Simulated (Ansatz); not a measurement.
# What Be2Sn (model cell, started as antifluorite) distorts into

Aim: this structure of Be2Sn (model cell, started as antifluorite) is to be tested for unstable modes, and one is followed downhill.

Calculated with Ansatz 0.2.0; DFT PBEsol, scalar-relativistic, plane waves, PAW.

The structure was built from a prototype and need not be the compound's stable phase.

### Step 1. The structure

Symmetry: Fm-3m, No. 225, cubic system. The conventional cell has a = 5.761 Å, b = 5.761 Å, c = 5.761 Å, α = 90.00°, β = 90.00°, γ = 90.00°. Nearest to Sn lie 8 Be at 2.49 Å. Nearest to Be lie 4 Sn at 2.49 Å. Farther neighbours are not listed.

### Step 2. Response at finite wavevector

The cell comes from relaxations at this level that are not shown. Stability and thermal properties need the whole zone. Linear response on a 4×4×4 q mesh gives force constants as far as a supercell of that size would.

Input file input.yaml:

```yaml
crystal:
  lattice:
    - [0.0, 2.8806534513, 2.8806534513]
    - [2.8806534513, 0.0, 2.8806534513]
    - [2.8806534513, 2.8806534513, 0.0]
  atoms:
    - { symbol: Sn, position: [0.0, 0.0, 0.0] }
    - { symbol: Be, position: [0.25, 0.25, 0.25] }
    - { symbol: Be, position: [0.75, 0.75, 0.75] }
kpoints:
  mp_grid: { grid: [12, 12, 12] }
hamiltonian:
  xc: pbesol
scf:
  occupations: { method: methfessel_paxton, width: 0.15 }
output:
  eigenvalues: true
phonons:
  method: dfpt
  qmesh: [4, 4, 4]
  temperatures: { t_max: 1000, t_step: 50 }
  qpath:
    path:
      - [[0.0, 0.0, 0.0], [0.5, 0.0, 0.5], [0.625, 0.25, 0.625]]
      - [[0.375, 0.375, 0.75], [0.0, 0.0, 0.0], [0.5, 0.5, 0.5], [0.5, 0.25, 0.75], [0.5, 0.0, 0.5]]
    npoints: 10
```

Launch:

```
ansatz run input.yaml --threads 4 --pin off --max-ram 7168MiB --backend cpu --events-out ev --progress --plain --runs-dir out
```

Numbers of over 12 decimals in the logs are rounded to 6 here.

The program printed:

```text
Warning: phonons: the dynamical matrix that this run interpolates holds no multipole term above the dipole-dipole one, and a site of this crystal is no centre of inversion, so its interpolated transverse optical and acoustic branches and sound speeds can stay off near Gamma, and the density of states and the thermodynamics with them. What a run solves at a wave vector of phonons.qpoints, Gamma apart, where the deck admits one, is free of this, and under fd what a larger phonons.supercell samples
Engine: ansatz 0.2.0, aarch64-unknown-linux-gnu
Pseudopotentials: kind: paw
Pseudopotential: Sn, paw, valence charge 14, recommended cutoff 420 eV (normal), Sn.paw.azcp
Pseudopotential: Be, paw, valence charge 2, recommended cutoff 420 eV (normal), Be.paw.azcp
Functional definition: PBEsol
  exchange = pbesol_x
  correlation = pbesol_c
Crystal: 3 atoms, lattice volume = 47.808 Å³
Basis set: ecut = 420 eV, 941 PW (Γ), exchange–correlation on 60×60×60 points (8 copies of the dense FFT grid, shifted against one another)
Bands: 13, of which v1, the nominal top of the filled ones, is band 9 counted from 1 (8 counted from 0)
Symmetry: 48 space group operations
k-points: 72 of 1728
Non-local potential: Sn, projectors of the file, l = 0: 2, l = 1: 2, l = 2: 2, l = 3: 2
Non-local potential: Be, projectors of the file, l = 0: 2, l = 1: 2, l = 2: 1
PAW form: soft (Blöchl's): semilocal exchange-correlation on the pseudo side does not see the compensation charge
PAW frozen core: Sn, regenerated for the run's functional, and the local potential with it (the file was generated under x = pbe(κ = 0.804, μ = 0.219515), c = pbe(β = 0.066725))
PAW frozen core: Be, regenerated for the run's functional, and the local potential with it (the file was generated under x = pbe(κ = 0.804, μ = 0.219515), c = pbe(β = 0.066725))
PAW one-centre angular grid: Sn, 590 points (default); XC on 64 Gauss nodes
PAW one-centre angular grid: Be, 110 points (default); XC on 64 Gauss nodes
Initial density: superposition of atomic densities (neutral atoms: chi_scale 0, normalization atom), corrected by the library's trained network
Initial wavefunctions: pseudopotential atomic-orbital guess
Functional: x = pbesol(κ = 0.804, μ = 0.123457), c = pbesol(β = 0.046)
SCF iter   1: F=—  HF=-6128.936233 eV  |F-HF|=—  |Δ(HF+E_count)|=         —  Δρ=3.67e-3  dr2=7.79e-3  ethr=1.77e-3  ⟨swp⟩=5.1  Hψ=5359  notcnv=0
preconditioner: auto → none  [insulator: Δε(μ)=0.108 eV  Ē_g=17.394 eV  σ=0.150 eV  W_gap=0.57  n_scr=14 (ndim 8)  ℏωp=22.8 eV  f_vac=0.005  D(μ)=0.38/eV (n_scr^D=0)  ε∞_Penn≈2.7]
SCF iter   2: F=—  HF=-6128.934360 eV  |F-HF|=—  |Δ(HF+E_count)|=   1.87e-3  S|Δr|=    0.00e0  Δρ=1.96e-3  dr2=1.81e-3  ethr=4.33e-5  ⟨swp⟩=1.0  Hψ=1520  notcnv=0
SCF iter   3: F=—  HF=-6128.934508 eV  |F-HF|=—  |Δ(HF+E_count)|=   1.48e-4  S|Δr|=    0.00e0  Δρ=1.05e-3  dr2=5.92e-4  ethr=1.00e-5  ⟨swp⟩=2.0  Hψ=1580  notcnv=0
SCF iter   4: F=—  HF=-6128.934190 eV  |F-HF|=—  |Δ(HF+E_count)|=   3.18e-4  S|Δr|=    0.00e0  Δρ=2.74e-4  dr2=3.19e-5  ethr=3.29e-6  ⟨swp⟩=2.1  Hψ=1546  notcnv=0
SCF iter   5: F=—  HF=-6128.934178 eV  |F-HF|=—  |Δ(HF+E_count)|=   1.15e-5  S|Δr|=    0.00e0  Δρ=1.56e-4  dr2=9.14e-6  ethr=1.77e-7  ⟨swp⟩=2.0  Hψ=1579  notcnv=0
SCF iter   6: F=—  HF=-6128.934175 eV  |F-HF|=—  |Δ(HF+E_count)|=   3.85e-6  S|Δr|=    0.00e0  Δρ=7.56e-5  dr2=2.26e-6  ethr=5.08e-8  ⟨swp⟩=2.0  Hψ=1562  notcnv=0
SCF iter   7: F=—  HF=-6128.934175 eV  |F-HF|=—  |Δ(HF+E_count)|=   1.16e-7  S|Δr|=    0.00e0  Δρ=1.92e-5  dr2=1.41e-7  ethr=1.26e-8  ⟨swp⟩=2.6  Hψ=1519  notcnv=0
SCF iter   8: F=—  HF=-6128.934175 eV  |F-HF|=—  |Δ(HF+E_count)|=   7.16e-8  S|Δr|=    0.00e0  Δρ=2.09e-6  dr2=1.55e-9  ethr=7.84e-10  ⟨swp⟩=2.0  Hψ=1516  notcnv=0
SCF iter   9: F=-6128.934175 eV  HF=-6128.934175 eV  |F-HF|=6.37e-12  |Δ(HF+E_count)|=  7.61e-10  S|Δr|=    0.00e0  Δρ=9.66e-8  dr2=2.99e-12  ethr=1.00e-12  ⟨swp⟩=5.1  Hψ=4924  notcnv=0
SCF 1 converged in 9 iterations: F = -6128.934175 eV  dr2 = 2.99e-12
  greatest PAW one-centre occupation: 0.990 electrons in one spin orbital (limit 2), on the Sn atom at site 0 (counted from 0), in its partial waves of l = 2
Initial density: read from a saved state, or passed on in memory by an earlier SCF of this step, an earlier step, the calling program or the single point that the run made first
iter 1 solved again at ethr=1.49e-6 eV; its pass at ethr=3.10e-3 eV (dr2=2.68e-4 eV) is discarded
SCF iter   1: F=—  HF=-6128.934175 eV  |F-HF|=—  |Δ(HF+E_count)|=         —  Δρ=1.24e-6  dr2=5.63e-10  ethr=1.49e-6  ⟨swp⟩=2.0  Hψ=7568  notcnv=0
eigensolver tolerance schedule: the retry pair's looser diagonalisation over-reported the residual by 476748.51 of it (diagonalisation noise at an unbounded share of the residual, at the tolerance the schedule requests for it); recorded, not acted on — ethr = c·dr2/N_el stays at c = 1.0e-1
preconditioner: auto → none  [insulator: Δε(μ)=0.108 eV  Ē_g=17.405 eV  σ=0.150 eV  W_gap=0.56  n_scr=14 (ndim 8)  ℏωp=22.8 eV  f_vac=0.000  D(μ)=0.38/eV (n_scr^D=0)  ε∞_Penn≈2.7]
SCF iter   2: F=—  HF=-6128.934175 eV  |F-HF|=—  |Δ(HF+E_count)|=   6.90e-7  S|Δr|=    0.00e0  Δρ=6.66e-7  dr2=2.02e-10  ethr=3.13e-12  ⟨swp⟩=4.0  Hψ=2463  notcnv=0
SCF iter   3: F=—  HF=-6128.934175 eV  |F-HF|=—  |Δ(HF+E_count)|=  4.55e-11  S|Δr|=    0.00e0  Δρ=4.22e-7  dr2=7.21e-11  ethr=1.12e-12  ⟨swp⟩=1.0  Hψ=936  notcnv=0
SCF iter   4: F=—  HF=-6128.934175 eV  |F-HF|=—  |Δ(HF+E_count)|=  2.00e-11  S|Δr|=    0.00e0  Δρ=2.79e-7  dr2=3.05e-11  ethr=1.00e-12  ⟨swp⟩=1.0  Hψ=936  notcnv=0
SCF iter   5: F=-6128.934175 eV  HF=-6128.934175 eV  |F-HF|=0.00e0  |Δ(HF+E_count)|=  8.19e-12  S|Δr|=    0.00e0  Δρ=6.62e-8  dr2=2.10e-12  ethr=1.00e-12  ⟨swp⟩=1.8  Hψ=2263  notcnv=0
SCF 2 converged in 5 iterations: F = -6128.934175 eV  dr2 = 2.10e-12
phonons: the bands overlap, so this run is a metal and interpolates without the dipole-dipole term. If the crystal is really an insulator or semiconductor, its LO-TO splitting is missing
NSCF: frozen V_eff on 72 k-points
NSCF: frozen V_eff on 163 k-points
DFPT response loops at q = (0, 0, 0) (fractional): preconditioner auto → Kerker (q_TF=auto, 2.318 Å⁻¹) (partly filled bands, converged f_vac=0.000); β = 1.00, the filter's whole step (`scf.mixing.beta` (0.50) is not read by the response loops under this deck's `scf.mixing.preconditioner`; to damp them name `kerker` or `kerker_dos`, under which they read `scf.mixing.beta`, and type it under 1.00, their step now; both keys bind the ground state too); Broyden in place of MSR1
NSCF: frozen V_eff on 1872 k-points
DFPT response loops at q = (0, 0, 0.25) (fractional): mixed as the last ones told, above
NSCF: frozen V_eff on 952 k-points
DFPT response loops at q = (0, 0, -0.5) (fractional): mixed as the last ones told, above
NSCF: frozen V_eff on 1020 k-points
DFPT response loops at q = (0, 0.25, 0.25) (fractional): mixed as the last ones told, above
NSCF: frozen V_eff on 3456 k-points
DFPT response loops at q = (0, 0.25, -0.5) (fractional): mixed as the last ones told, above
NSCF: frozen V_eff on 1872 k-points
DFPT response loops at q = (0, 0.25, -0.25) (fractional): mixed as the last ones told, above
NSCF: frozen V_eff on 560 k-points
DFPT response loops at q = (0, -0.5, -0.5) (fractional): mixed as the last ones told, above
NSCF: frozen V_eff on 1020 k-points
DFPT response loops at q = (0.25, -0.5, -0.25) (fractional): mixed as the last ones told, above
SCF converged after 9 iterations
Stability not checked: this state was not tested for a lower state beside it, because cold or Methfessel-Paxton smearing, or corrected tetrahedra, fill the levels in a way that the test cannot read (fill_not_monotonic; see scf.lower_state_search)
Free energy (F): -6128.934175 eV
Harris-Foulkes:  -6128.934175 eV  (|F-HF|=6.37e-12)
Internal energy: -6128.934991 eV  (E = F + TS)
E sigma→0 (E₀):  -6128.934379 eV
Entropy (-TS):   0.000816 eV (0.272 meV/atom)
Fermi energy:    8.944193 eV
--- Per-component energies (eV) ---
  E_band       = -94.757582
  E_kinetic    = 226.317465
  E_local      = -1085.996436  (includes V_loc(G=0)·N_el)
  E_nonlocal   = -21.225888
  E_hartree    = 642.406535
  E_xc         = -416.473472
  E_vxc        = -136.388821  (∫ρ·V_xc dr)
  E_paw        = -4182.283859  (= ΣΔE_a)
  E_vpaw       = -362.276981  (= ΣTr[D̂ρ^β])
  E_aug_tail   = -0.000001  (compensation charges beyond the density's cutoff)
  E_ewald      = -1291.983236
  E_core_change = 0.303902  (= ΣΔE_core)
  E_smearing   = 0.000816  (= −TS)
  E_closure    = 0.000000  (closes the sum)
  Σ components = -6128.934175   (vs F -6128.934175, Δ=0.00e0)
--- Band table (eV; the first three rows and the last of 72) ---
  k-point 0: bands = [... 5 lower, -2.4664, 9.7333, 9.7333, 9.7333, 9.9531, 9.9531, 9.9531, 12.8135]
  k-point 1: bands = [... 5 lower, -2.3848, 8.3066, 9.1941, 9.1941, 10.4936, 10.4936, 10.7940, 13.0176]
  k-point 2: bands = [... 5 lower, -2.1417, 6.6586, 8.6465, 8.6465, 10.9226, 10.9226, 11.0185, 13.3423]
  k-point 71: bands = [... 5 lower, 0.6921, 3.6715, 3.6715, 4.5091, 11.7372, 11.7372, 13.1480, 13.6026]
--- Phonons (Γ-DFPT): 2 representative perturbations + reference (Σ response iterations 6) ---
  ASR residual: 1.549e-4 → 0.000e0 eV/Å²; symmetrization residual: 1.544e-7 eV/Å²
  ASR residual per site (eV/Å²): 1.55e-4 4.16e-6 4.16e-6
  Γ frequencies (cm⁻¹): 0.00 0.00 0.00 297.42 297.42 297.42 357.66 357.66 357.66
--- Phonons (arbitrary-q DFPT): 8 irreducible q on the 4×4×4 mesh ---
  q = [0.0000, 0.0000, 0.0000] (star 1, of the zone-centre solve; hermiticity 4.20e-8, symmetrization 2.64e-12): -0.00 -0.00 0.00 297.42 297.42 297.42 357.66 357.66 357.66
  q = [0.0000, 0.0000, 0.2500] (star 8, 2 solved perturbations on 936 of 1728 k-point pairs; hermiticity 1.36e-7, symmetrization 4.75e-12): -32.30 -32.30 108.90 294.03 294.03 337.18 361.35 361.35 417.50
  q = [0.0000, 0.0000, -0.5000] (star 4, 2 solved perturbations on 476 of 1728 k-point pairs; hermiticity 7.48e-9, symmetrization 1.07e-12): -68.53 -68.53 137.57 330.89 330.89 361.31 361.31 380.04 457.75
  q = [0.0000, 0.2500, 0.2500] (star 6, 4 solved perturbations in 1608 linear systems a pass and spin channel, the states on 510 of 1728 k-point pairs; hermiticity 5.80e-8, symmetrization 3.59e-13): -48.52 -48.52 113.85 293.87 293.87 366.60 371.25 371.25 401.29
  q = [0.0000, 0.2500, -0.5000] (star 24, 4 solved perturbations in 5328 linear systems a pass and spin channel, the states on 1728 of 1728 k-point pairs; hermiticity 8.34e-8, symmetrization 8.62e-13): -78.77 81.92 121.62 327.44 333.14 361.50 372.36 388.14 397.50
  q = [0.0000, 0.2500, -0.2500] (star 12, 4 solved perturbations in 2892 linear systems a pass and spin channel, the states on 936 of 1728 k-point pairs; hermiticity 4.90e-8, symmetrization 3.88e-14): -23.01 95.50 100.09 309.95 346.77 360.33 365.36 373.43 393.86
  q = [0.0000, -0.5000, -0.5000] (star 3, 4 solved perturbations in 886 linear systems a pass and spin channel, the states on 280 of 1728 k-point pairs; hermiticity 9.02e-8, symmetrization 5.99e-13): -116.08 -116.08 161.54 346.09 346.09 348.14 348.14 395.05 432.16
  q = [0.2500, -0.5000, -0.2500] (star 6, 4 solved perturbations in 1544 linear systems a pass and spin channel, the states on 510 of 1728 k-point pairs; hermiticity 1.28e-7, symmetrization 1.09e-12): 58.54 104.72 104.72 314.89 353.47 353.47 374.26 381.19 389.55
  sum rule: each row above includes the acoustic sum rule's correction from the zone centre's row sums; it moved no ω² by more than (0.60 cm⁻¹)²
  mesh force constants: q→R imaginary residual 4.42e-18; ASR residual 1.549e-4 → 0.000e0 eV/Å²; symmetrization residual 3.553e-15 eV/Å²
  interpolated dispersion: 62 rows × 9 modes
  density of states and harmonic sums: on the 20×20×20 q-mesh, interpolated from the force constants of a 4×4×4 supercell (no non-analytic term)
  largest difference from the sums on the solved wave vectors: F 8.01e-2 eV, S 9.59e-5 and C_V 2.23e-5 eV/K
  zero-point energy: 0.143935 eV/cell   skipped modes (ω ≤ 0): 287, of them read as no rigid motion or as one in doubt: 284 (1.082e0 modes/cell left out, lowest -116.08 cm⁻¹)   left out of the sums: 1.20e-1 of the cell's modes: C_V's classical limit lies that fraction below 3 k_B per atom; for a crystal, a wire or a layer, F and S can be off by more, and a phonons.interpolated_qmesh denser along its periods is the remedy for the sampling
```

It took 3.9 min on 4 threads of Arm Neoverse V2, shared host; peak memory 2.6 GiB.

Numbers from this step:

```yaml
volume_per_atom: 15.94 Å³
gap_on_the_k_mesh: 0 eV
sum_rule_residual_before_enforcement: 1.55e-4 eV/Å²
lowest_frequency_on_the_path: -116.1 cm⁻¹
point_group: m-3m
highest_frequency_on_the_path_or_at_a_solved_wavevector: 457.8 cm⁻¹
highest_optical_mode_at_the_zone_centre_no_lo_to_term: 357.7 cm⁻¹
lowest_optical_zone_centre_mode: 297.4 cm⁻¹
lowest_mode_on_the_q_mesh_acoustic_modes_at_gamma_apart: -116.1 cm⁻¹
```

Frequencies (cm⁻¹) solved at each irreducible wavevector; negative means imaginary. Frequencies by wavevector, by row:

| q in reciprocal lattice units | star | mode 1 | mode 2 | mode 3 | mode 4 | mode 5 | mode 6 | mode 7 | mode 8 | mode 9 |
| --- | --- | --- | --- | --- | --- | --- | --- | --- | --- | --- |
| 0 0 0 | 1 | 0 | 0 | 0 | 297.4 | 297.4 | 297.4 | 357.7 | 357.7 | 357.7 |
| 0 0 0.25 | 8 | -32.3 | -32.3 | 108.9 | 294 | 294 | 337.2 | 361.4 | 361.4 | 417.5 |
| 0 0 -0.5 | 4 | -68.5 | -68.5 | 137.6 | 330.9 | 330.9 | 361.3 | 361.3 | 380 | 457.8 |
| 0 0.25 0.25 | 6 | -48.5 | -48.5 | 113.8 | 293.9 | 293.9 | 366.6 | 371.2 | 371.2 | 401.3 |
| 0 0.25 -0.5 | 24 | -78.8 | 81.9 | 121.6 | 327.4 | 333.1 | 361.5 | 372.4 | 388.1 | 397.5 |
| 0 0.25 -0.25 | 12 | -23 | 95.5 | 100.1 | 309.9 | 346.8 | 360.3 | 365.4 | 373.4 | 393.9 |
| 0 -0.5 -0.5 | 3 | -116.1 | -116.1 | 161.5 | 346.1 | 346.1 | 348.1 | 348.1 | 395.1 | 432.2 |
| 0.25 -0.5 -0.25 | 6 | 58.5 | 104.7 | 104.7 | 314.9 | 353.5 | 353.5 | 374.3 | 381.2 | 389.6 |

Interpolated from a 4×4×4 q mesh. Phonon branches along the path, in cm⁻¹:

| point | branch 1 | branch 2 | branch 3 | branch 4 | branch 5 | branch 6 | branch 7 | branch 8 | branch 9 |
| --- | --- | --- | --- | --- | --- | --- | --- | --- | --- |
| Γ | 0 | 0 | 0 | 297 | 297 | 297 | 358 | 358 | 358 |
| halfway | -48 | -48 | 114 | 294 | 294 | 367 | 371 | 371 | 401 |
| X | -116 | -116 | 162 | 346 | 346 | 348 | 348 | 395 | 432 |
| halfway | -108 | -85 | 156 | 342 | 345 | 350 | 354 | 393 | 420 |
| U | -87 | 75 | 141 | 332 | 340 | 355 | 371 | 387 | 395 |
| jump to K | -87 | 75 | 141 | 332 | 340 | 355 | 371 | 387 | 395 |
| halfway | 18 | 77 | 82 | 296 | 318 | 340 | 362 | 392 | 393 |
| Γ | 0 | 0 | 0 | 297 | 297 | 297 | 358 | 358 | 358 |
| halfway | -32 | -32 | 109 | 294 | 294 | 337 | 361 | 361 | 418 |
| L | -68 | -68 | 138 | 331 | 331 | 361 | 361 | 380 | 458 |
| halfway | -39 | 70 | 125 | 330 | 347 | 352 | 374 | 379 | 404 |
| W | 58 | 105 | 105 | 315 | 354 | 354 | 374 | 381 | 390 |
| halfway | -80 | -70 | 149 | 335 | 350 | 351 | 357 | 391 | 410 |
| X | -116 | -116 | 162 | 346 | 346 | 348 | 348 | 395 | 432 |

The phonon branches as a text plot (rows in cm⁻¹):

```
    446 |                                     ******
    422 |       *********                   **      **        ***
    398 |    *** ********** ******        **          ** ********
    374 |  *******       *******  ****   *    ***************
    350 |**  **   ***********************************************
    326 |  **    ***    *****  *****       **  ***************
    302 |**    **            ******************
    278 |  ****                     *
    255 |
    231 |
    207 |
    183 |
    159 |         *******                                     ***
    135 |       **       ***                  *********     **
    111 |      *           ****             **         *****
     87 |    **              *****         *           **  *
     63 |   *            **      ****     *           *  ***
     39 |  *                      ****   *           *  *   *
     15 | ***                   ******  ***
     -8 |*   **                *     ***   *        *  *
    -32 |                    **             *         *     **
    -56 |      *        *   *                **** ****       *
    -80 |       **     *  **                     *            *
   -104 |         ********                                    ***
         Γ           X  U|K            Γ         L        W     X
```

Symmetry leaves 8 wavevectors to solve. The lowest mode among them, the acoustic zeros apart, lies at q = (0, -0.5, -0.5) and is imaginary, 116.1i cm⁻¹, so the energy falls along it.

### Step 3. The mode frozen in, largest atomic shift 0 Å

The mode followed lies at q = (0, -0.5, -0.5) with frequency 116.1i cm⁻¹ and is 2-fold degenerate, the softest among the wavevectors solved. At small amplitude the distorted cell has space group no. 63 by a symmetry search on the positions. The undistorted cell that holds it gives the zero of energy on the same k mesh.

System of this step: Be2Sn (model cell, started as antifluorite). The structure is cubic, space group Fm-3m (No. 225). The conventional cell has a = 5.761 Å, b = 5.761 Å, c = 5.761 Å, α = 90.00°, β = 90.00°, γ = 90.00°. Sn has 8 Be at 2.49 Å nearest. Be has 4 Sn at 2.49 Å nearest. Farther neighbours are not listed.

Input file input.yaml:

```yaml
crystal:
  lattice:
    - [0.0, -2.8806534513, -2.8806534513]
    - [0.0, 2.8806534513, -2.8806534513]
    - [5.7613069026, 0.0, 0.0]
  atoms:
    - { symbol: Sn, position: [0.5, 0.5, 0.5] }
    - { symbol: Sn, position: [0.0, 0.0, 0.0] }
    - { symbol: Be, position: [0.0, 0.5, 0.75] }
    - { symbol: Be, position: [0.5, 0.0, 0.25] }
    - { symbol: Be, position: [0.0, 0.5, 0.25] }
    - { symbol: Be, position: [0.5, 0.0, 0.75] }
kpoints:
  mp_grid: { grid: [8, 8, 6] }
hamiltonian:
  xc: pbesol
scf:
  occupations: { method: methfessel_paxton, width: 0.15 }
output:
  forces: true
  stress: true
  eigenvalues: true
```

The program printed:

```text
[...]
Crystal: 6 atoms, lattice volume = 95.617 Å³
Basis set: ecut = 420 eV, 1875 PW (Γ), exchange–correlation on 60×60×80 points (8 copies of the dense FFT grid, shifted against one another)
Bands: 24, of which v1, the nominal top of the filled ones, is band 18 counted from 1 (17 counted from 0)
Symmetry: 32 space group operations
[...]
k-points: 60 of 384
[...]
k-point 0: bands = [... 14 lower, 5.3600, 8.5367, 9.5037, 9.7326, 9.7326, 9.7341, 9.9526, 9.9539, ... 2 higher]
  k-point 1: bands = [... 14 lower, 5.4942, 8.5558, 8.5558, 8.5885, 9.2756, 9.5966, 9.6536, 11.2132, ... 2 higher]
  k-point 2: bands = [... 14 lower, 5.8939, 7.4460, 7.4460, 7.8857, 8.7416, 9.2963, 10.1103, 12.0033, ... 2 higher]
  k-point 59: bands = [... 14 lower, 3.6720, 3.6720, 4.5085, 4.5085, 11.7373, 11.7373, 11.7373, 11.7373, ... 2 higher]
[key lines of the parts left out:]
SCF converged after 7 iterations
Free energy (F): -12257.868867 eV
Fermi energy:    8.937175 eV
P = ⅓ Tr σ = -0.0568 GPa (-0.568 kbar)
```

Run time: 2.4 s. Hardware: 4 threads; peak memory 0.43 GiB.

Numbers from this step:

```yaml
pressure: -0.05678 GPa
energy_from_the_undistorted_cell: 0 meV/atom
```

The run ends at a pressure of -0.06 GPa.

(Continued in part 2 of 3.)

[Logs are printed without paths, hosts, clocks, repeated set-up lines and the standing remarks that a program may print on its own settings, such as how far it seeks lower states.]

[Hosts, paths, dates, database ids (printed as entryN), source tags and the programs' standing remarks are cut or masked in the printed files.]
